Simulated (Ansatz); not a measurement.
# How BiAs (hypothetical, Fm-3m) expands on warming, part 2 of 2

How much does BiAs (hypothetical) expand with temperature? The crystal structure is hypothetical: it was made by swapping elements on a known structure type.

Ansatz 0.2.0; DFT PBEsol, scalar-relativistic, plane waves, PAW.

So far. Step 5 (Tight relaxation): The residual pressure is -1.6e-4 GPa, small enough for phonons. Step 6 (Other settings for the ground state: basis.xc_grid = 1): The run ends at a pressure of 0.00 GPa. The relaxed cell has a = 5.943 Å (conventional setting).

## 10. Phonons of the refused cell

The study refused this cell, so its phonons are run alone to see which modes are imaginary.

Contents of input.yaml:

```yaml
crystal:
  lattice:
    - [2.1010823625, 1.2130604676, 3.4310482122]
    - [-2.1010823625, 1.2130604676, 3.4310482122]
    - [0.0, -2.4261209352, 3.4310482122]
  atoms:
    - { symbol: Bi, position: [0.5, 0.5, 0.5] }
    - { symbol: As, position: [0.0, 0.0, 0.0] }
kpoints:
  mp_grid: { grid: [12, 12, 12] }
hamiltonian:
  xc: pbesol
scf:
  occupations: { method: gaussian, width: 0.01 }
output:
  eigenvalues: true
phonons:
  method: dfpt
  qmesh: [4, 4, 4]
  temperatures: { t_max: 1000, t_step: 50 }
  qpath:
    path:
      - [[0.0, 0.0, 0.0], [0.49999952, 0.5, -4.8e-07], [0.62499976, 0.37500012, -3.6e-07]]
      - [[0.37500036, 3.6e-07, -0.375], [0.0, 0.0, 0.0], [0.50000024, 2.4e-07, 0.0], [0.5, 0.25000024, -0.25000024], [0.49999952, 0.5, -4.8e-07]]
    npoints: 10
```

Command:

```console
ansatz run input.yaml --threads 4 --pin off --max-ram 8192MiB --backend cpu --events-out ev --progress --plain --runs-dir out
```

Elapsed: 6.6 min, on 4 threads of Arm Neoverse V2, shared host; peak memory 4.2 GiB; 26 min of CPU time.

Numbers from this step:

* Γ frequencies: -128.4, -128.4, -128.4, 0, 0, 0 cm⁻¹ (negative: imaginary)
* lowest frequency on the path: -128.4 cm⁻¹
* point group: m-3m
* highest frequency: 171.7 cm⁻¹

No LO-TO term. The phonon branches at the labelled points (cm⁻¹):

```
    point  branch 1  branch 2  branch 3  branch 4  branch 5  branch 6
        Γ      -128      -128      -128         0         0         0
  halfway        18        18        72        72        84       143
        X        22        22        41        97        97       100
  halfway        33        43        44       100       106       116
        U        45        46        64        91       120       142
jump to K        45        46        64        91       120       142
  halfway        36        63        85        87       143       158
        Γ      -128      -128      -128         0         0         0
  halfway        50        50        73       130       130       153
        L        76        76       110       144       144       159
  halfway        53        62        90       119       120       147
        W        41        41        81        98        98       143
  halfway        40        44        52       101       103       129
        X        22        22        41        97        97       100
```

Tetrahedra on 20 20 20, mean over bins of 5 cm⁻¹. Phonon density of states against wavenumber; read off at these points:

```
wavenumber (cm⁻¹)  phonon density of states (1/cm⁻¹/cell)
             -128                                  1.0e-5
             -118                                  2.9e-4
             -112                                  3.3e-4
             -102                                  4.6e-4
              -98                                  5.1e-4
              -88                                  5.4e-4
              -78                                  5.7e-4
              -72                                  5.8e-4
              -62                                  6.3e-4
              -52                                  6.0e-4
              -48                                  5.9e-4
              -38                                  6.1e-4
              -32                                  6.3e-4
              -22                                  6.9e-4
              -12                                  7.9e-4
               -8                                  8.6e-4
                2                                 0.00107
               12                                 0.00181
               18                                 0.00275
               28                                  0.0109
               32                                  0.0202
               42                                  0.0840
               52                                  0.0508
               58                                  0.0440
               68                                  0.0457
               78                                  0.0401
               82                                  0.0497
               92                                  0.0503
               98                                  0.0516
              108                                  0.0352
              118                                  0.0316
              122                                  0.0336
              132                                  0.0383
              142                                  0.0588
              148                                  0.0551
              158                                  0.0201
              162                                  0.0100
              172                                  2.5e-4
```

No LO-TO term. Modes at Γ, with each element's share of the kinetic energy (negative means imaginary):

```
mode  frequency (cm⁻¹)  symmetry  Bi %  As %
   1            -128.4       T1u    26    74
   2            -128.4       T1u    26    74
   3            -128.4       T1u    26    74
   4               0.0       T1u    74    26
   5               0.0       T1u    74    26
   6               0.0       T1u    74    26
```

Displacements in mode 3 (-128.4 cm⁻¹), the largest set to 1:
```
Bi1  0.00  0.18 -0.36
As2  0.00 -0.51  1.00
```

The modes has structure finer than the step of the table below, so its rows give means over 10 cm⁻¹, whole bins alone (the curve runs from -138 to 187 cm⁻¹). Peaks (cm⁻¹: height): As 100.9: 0.0357, 143.8: 0.0554; Bi 43.6: 0.0809.

Phonopy on the run's constants, 17x17x17 mesh, Gaussian sigma 2.3 cm⁻¹. The modes by wavenumber; means over each step; values in 1/cm⁻¹/cell:

```
wavenumber (cm⁻¹)       As       Bi
             -130   4.1e-5   1.6e-5
             -120   1.9e-4   7.6e-5
             -110   3.4e-4   1.4e-4
             -100   2.3e-4   1.1e-4
              -90   4.1e-4   2.2e-4
              -80   5.8e-4   3.1e-4
              -70   3.1e-4   2.2e-4
              -60   9.9e-5   1.2e-4
              -50   5.7e-4   6.3e-4
              -40   1.2e-4   1.7e-4
              -30   1.7e-4   9.6e-4
              -20   4.3e-5   6.9e-4
              -10   3.2e-5   7.0e-4
                0   1.4e-5   4.4e-5
               10   7.8e-5   7.7e-4
               20   4.3e-4  0.00474
               30  0.00151   0.0149
               40  0.00450   0.0541
               50  0.00568   0.0580
               60  0.00547   0.0383
               70  0.00970   0.0365
               80   0.0198   0.0262
               90   0.0246   0.0262
              100   0.0321   0.0158
              110   0.0269  0.00588
              120   0.0281  0.00422
              130   0.0344  0.00359
              140   0.0464  0.00284
              150   0.0403  0.00210
              160   0.0141  0.00105
              170  0.00287   4.1e-4
              180   2.2e-5   5.0e-6
```

The lowest solved frequency is -128 cm⁻¹, so the cell is unstable here at these settings (gap near zero, smearing on, k-mesh not tested) and gives no valid free energy.

## 11. What came out

```json
{"lowest frequency at the solved wavevectors": "-128 cm⁻¹"}
```

What this shows: The relaxation moved the crystal from R-3m to Fm-3m; the results are of the latter. With imaginary harmonic modes at the relaxed cell the quasi-harmonic free energy is undefined, so no expansion is obtained for this phase at this level. The softest solved mode is 128i cm⁻¹ at q = (0, 0, 0), and 1 of 8 solved wavevectors carry a mode beyond 8i cm⁻¹. The PAW files were made for PBE and are used here under another functional, for which the program regenerates the frozen cores.

[Logs are printed without paths, hosts, clocks, repeated set-up lines and the standing remarks that a program may print on its own settings, such as how far it seeks lower states.]

[Hosts, paths, dates, database ids (printed as entryN), source tags and the programs' standing remarks are cut or masked in the printed files.]

[A step with changed settings may run another functional than the one named; its input shows which.]
